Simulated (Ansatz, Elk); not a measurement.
## How far do independent atoms describe Sn2As3Ru2?

The structure of Sn2As3Ru2 used here is made up (a known structure type with other elements) and was relaxed beforehand with r2SCAN. The aim is the Fourier transform of its all-electron density, F(hkl), set beside the sum over free spherical atoms that refinements use.

Calculated with Elk 11.2.3 (patched build); DFT, PBE, all-electron APW+lo, Dirac cores, scalar-relativistic bands, static density, no spin.

This account leaves out most program logs.

The structure was built from a prototype and need not be the compound's stable phase.

## 1. Set-up

It takes space group R-3m (No. 166, trigonal). The conventional cell has a = 3.801 Å, b = 3.801 Å, c = 33.605 Å, α = 90.00°, β = 90.00°, γ = 120.00°. Sn has 3 As at 2.96 Å and 3 Sn at 3.14 Å nearest. Nearest to Ru lie 6 As at 2.42 to 2.65 Å. Nearest to As lie 3 Ru at 2.65 Å and 3 Sn at 2.96 Å. Nearest to As lie 6 Ru at 2.42 Å. Farther neighbours are not listed.

## 2. Ground state and structure factors

An all-electron density is needed, since X-rays see the cores too. Task 0 finds the density and task 195 Fourier-transforms it; tshift is off so that phases refer to the origin typed.

elk.in reads:

```
tasks
  0
  195

xctype
  20

spinpol
  .false.

rgkmax
  7.0

gmaxvr
  14.0

lmaxo
  7

lmaxapw
  8

swidth
  0.002

tshift
  .false.

ramdisk
  .false.

hmaxvr
  5.5

maxscl
  120

epspot
  1e-06

sppath
  './'

avec
  3.59131993026 2.07344952848 21.16799695522
  -3.59131993026 2.07344952848 21.16799695522
  0.00000000000 -4.14689905696 21.16799695522

atoms
  3
  'Sn.in'
  2
  0.1332843526 0.1332843526 0.1332843526   0.000000 0.000000 0.000000
  0.8667156474 0.8667156474 0.8667156474   0.000000 0.000000 0.000000
  'Ru.in'
  2
  0.3033238448 0.3033238448 0.3033238448   0.000000 0.000000 0.000000
  0.6966761552 0.6966761552 0.6966761552   0.000000 0.000000 0.000000
  'As.in'
  3
  0.4075126514 0.4075126514 0.4075126514   0.000000 0.000000 0.000000
  0.5924873486 0.5924873486 0.5924873486   0.000000 0.000000 0.000000
  -0.0000000000 -0.0000000000 -0.0000000000   0.000000 0.000000 0.000000

ngridk
  7 7 7
```

On the command line:

```console
$ OMP_NUM_THREADS=4 elk
```

The job ended after 1.7 min (4 threads of Intel Xeon 6975P-C (Granite Rapids), shared host; peak memory 0.57 GiB).

SFACRHO.OUT:

```text

h k l indices transformed by vhmat matrix:
   1.000000000       0.000000000       0.000000000    
   0.000000000       1.000000000       0.000000000    
   0.000000000       0.000000000       1.000000000    

      h      k      l  multipl.   |H|            Re(F)            Im(F)           |F|

      0      0      0      1   0.0000000       287.00000      0.28014126E-15   287.00000    
     -1     -1     -1      2  0.29682475       37.210669     -0.81944475E-13   37.210669    
     -2     -2     -2      2  0.59364949       36.794199     -0.13934548E-12   36.794199    
     -3     -3     -3      2  0.89047424       18.105058      0.33974266E-14   18.105058    
      0     -1      0      6   1.0149360       13.918292      0.23022394E-13   13.918292    
      0      1      1      6   1.0293024      -17.429287     -0.32804354E-13   17.429287    
     -1     -1     -2      6   1.0848671      -76.424755     -0.98378770E-13   76.424755    
     -2     -1     -2      6   1.1247407      -34.291611      0.71430262E-13   34.291611    
     -4     -4     -4      2   1.1872990      -44.439860      0.18386170E-12   44.439860    
     -2     -2     -3      6   1.2247400       185.71936      0.65696109E-13   185.71936    
     -2     -3     -3      6   1.2832886       34.197845      0.23633606E-12   34.197845    
     -3     -4     -3      6   1.4139481       99.075266     -0.10656249E-12   99.075266    
     -5     -5     -5      2   1.4841237       77.551262      0.45290811E-12   77.551262    
      4      4      3      6   1.4848661      -135.78661      0.16853669E-12   135.78661    
      4      4      5      6   1.6354573       62.555126      0.13777488E-12   62.555126    
     -5     -4     -5      6   1.7143615       61.221341      0.85381519E-13   61.221341    
     -1      0      1      6   1.7495476       207.97419      0.95008812E-15   207.97419    
     -1      0     -2     12   1.7745484       25.653743     -0.68901597E-13   25.653743
```

Elk indexes on the primitive cell of elk.in and gives |H| = 4π sin θ/λ in inverse bohr. Below, one row stands for each form hkl of the conventional cell (m members, Friedel mates merged), F is for one primitive cell and the density is static (no thermal factor). Free-atom factors are Waasmaier and Kirfel's, and R is Σm||F|−|F'||/Σm|F|.

```csv
hkl,m,sin θ/λ (Å⁻¹),"abs F, DFT",neutral atoms,diff.
003,2,0.045,37.211,37.104,+0.107
006,2,0.089,36.794,36.759,+0.035
009,2,0.134,18.105,18.122,-0.017
101,6,0.153,13.918,13.967,-0.048
012,6,0.155,17.429,17.598,-0.168
104,6,0.163,76.425,76.392,+0.032
015,6,0.169,34.292,34.650,-0.358
0 0 12,2,0.178,44.440,44.923,-0.483
107,6,0.184,185.719,185.850,-0.131
018,6,0.193,34.198,34.062,+0.136
1 0 10,6,0.213,99.075,99.494,-0.419
0 0 15,2,0.223,77.551,77.486,+0.066
0 1 11,6,0.223,135.787,136.167,-0.380
1 0 13,6,0.246,62.555,62.912,-0.357
0 1 14,6,0.258,61.221,61.426,-0.205
110,6,0.263,207.974,208.678,-0.704
113,12,0.267,25.654,26.079,-0.425
0 0 18,2,0.268,119.671,120.171,-0.500
116,12,0.278,27.645,27.729,-0.084
1 0 16,6,0.282,62.189,62.211,-0.022
0 1 17,6,0.295,90.099,90.453,-0.354
119,12,0.295,14.527,14.500,+0.027
```

## 3. The highest occupied states alone

An energy window below the Fermi level keeps the highest occupied states, to see at which angles they scatter; shallow core shells can lie inside it and anion s states outside. No new self-consistency is needed.

Edit elk.in of step 2 so:

```diff
@@ -1,3 +1,2 @@
 tasks
-  0
   195
@@ -40,2 +39,5 @@
 
+wsfac
+  -0.135620 0.605380
+
 sppath
```

On the command line:

```console
$ OMP_NUM_THREADS=4 elk
```

Elapsed: 14 s, on 4 threads; peak memory 0.34 GiB; 18 s of CPU time.

States within 12 eV below the Fermi level hold 36.85 electrons; any levels below the window count with the cores, and a count that is not whole means the window cuts a band. Their amplitudes can exceed the total, where window and core parts have opposite phase:

```csv
hkl,sin θ/λ (Å⁻¹),"abs F, window","abs F, all"
003,0.045,11.491,37.211
006,0.089,2.552,36.794
009,0.134,1.203,18.105
101,0.153,3.380,13.918
012,0.155,3.954,17.429
104,0.163,0.663,76.425
015,0.169,3.961,34.292
0 0 12,0.178,2.031,44.440
107,0.184,7.033,185.719
018,0.193,4.234,34.198
```

## 4. Another functional

The difference from free atoms is small, so it is set against the change that LDA (Perdew-Wang) makes.

Edit elk.in of step 3 so:

```diff
@@ -1,2 +1,3 @@
 tasks
+  0
   195
@@ -4,3 +5,3 @@
 xctype
-  20
+  3
 
@@ -39,5 +40,2 @@
 
-wsfac
-  -0.135620 0.605380
-
 sppath
```

On the command line:

```console
$ OMP_NUM_THREADS=4 elk
```

The job ended after 63 s (4 threads; peak memory 0.47 GiB).

Against the first run R = 0.05 %; the largest change is -0.065 at 0 2 22.

## 5. Basis size

The basis and the expansions that go with it are enlarged, to see whether the differences are converged.

Edit elk.in of step 4 so:

```diff
@@ -5,3 +5,3 @@
 xctype
-  3
+  20
 
@@ -11,12 +11,12 @@
 rgkmax
-  7.0
+  8.5
 
 gmaxvr
-  14.0
+  18.0
 
 lmaxo
-  7
+  9
 
 lmaxapw
-  8
+  10
```

On the command line:

```console
$ OMP_NUM_THREADS=4 elk
```

The job ended after 3.6 min (4 threads; peak memory 1.1 GiB; 10 min of CPU time).

Against the first run R = 0.01 %; the largest change is -0.032 at 0 0 30.

## 6. Settings against the effect

```csv
run,R against the first run (%),"R against neutral atoms, low angle (%)",wall time
"PBE, rgkmax 7",0.00,0.36,1.7 min
LDA (Perdew-Wang),0.05,0.37,63 s
rgkmax 8.5 with larger expansions,0.01,0.35,3.6 min
```

## 7. What came out

| Quantity | Value |
| --- | --- |
| R against neutral atoms, sin θ/λ < 0.3 Å⁻¹ | 0.36 % |
| R against neutral atoms, 0.3 to 0.63 Å⁻¹ | 0.22 % |

What this shows: Independent neutral atoms miss the calculated amplitudes by R = 0.36 % below 0.3 Å⁻¹ and 0.22 % from there to 0.63 Å⁻¹; by shells, 0.17 % below 0.15 Å⁻¹ (3 forms), 0.37 % 0.15 to 0.3 (19 forms), 0.23 % 0.3 to 0.45 (40 forms), 0.21 % above 0.45 (87 forms). Bonding, aspherical density and the tables' own atoms all enter these figures, and the runs don't part them. The largest change of an amplitude is -0.70 electrons, at 110. The window's part falls from 36.9 electrons at the origin to at most 0.51 between 0.45 and 0.63 Å⁻¹. Below 0.3 Å⁻¹ the changes that finished (LDA (Perdew-Wang) and rgkmax 8.5 with larger expansions) move F by R = 0.03 % at most, against the 0.36 % that separates it from free atoms. The k-mesh has no finished test. These runs have no spin, though d or f shells may be open. Part of the difference isn't bonding: the tables are fits to free atoms and ions calculated by other methods than this functional. Thermal motion, anomalous dispersion and extinction are left out.

[Logs are printed without paths, hosts, clocks, repeated set-up lines and the standing remarks that a program may print on its own settings, such as how far it seeks lower states.]

[Hosts, paths, dates, database ids (printed as entryN), source tags and the programs' standing remarks are cut or masked in the printed files.]
